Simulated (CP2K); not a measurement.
Two runs for the O K edge of methoxyallene. Run A: CP2K XAS_TDP, all-electron GAPW, PBEh(45%), aug-cc-pVDZ, TDA, no relativity. Run B differs in one setting.

First lines with a strength over 0.0015. A:

```
              atom  energy (eV)  states  strength, one atom
O4 (bonded to 2 C)       530.97       1              0.0142
                         531.82       1              0.0124
                         532.33       1              0.0109
                         532.64       1              0.0232
                         534.32       1              0.0047
```

B:

```
              atom  energy (eV)  states  strength, one atom
O4 (bonded to 2 C)       510.53       1              0.0035
                         511.58       1              0.0054
                         512.37       1              0.0018
                         514.73       1              0.0015
                         514.99       1              0.0018
```

Question: Which was it: GW2X switched on, the functional, scalar relativity switched on, the basis?

The functional (functional from PBEh(45%) to PBE; the lines alone don't name the new value). A functional moves all lines by electronvolts and changes their spacings and strengths. Against PBEh(45%) in aug-cc-pVDZ, the leading line moves by -20.44 eV, to 510.53 eV; the strength of O4's goes from 0.0142 to 0.0035, so the two may not be the same state. The next line of O4 over the strength cut lies 1.05 eV higher, against 0.85.

[Banner, clock and machine lines of the logs are left out without a mark of their own.]

[Logs are printed without paths, hosts, clocks, repeated set-up lines and the standing remarks that a program may print on its own settings, such as how far it seeks lower states.]

[Hosts, paths, dates, database ids (printed as entryN), source tags and the programs' standing remarks are cut or masked in the printed files.]
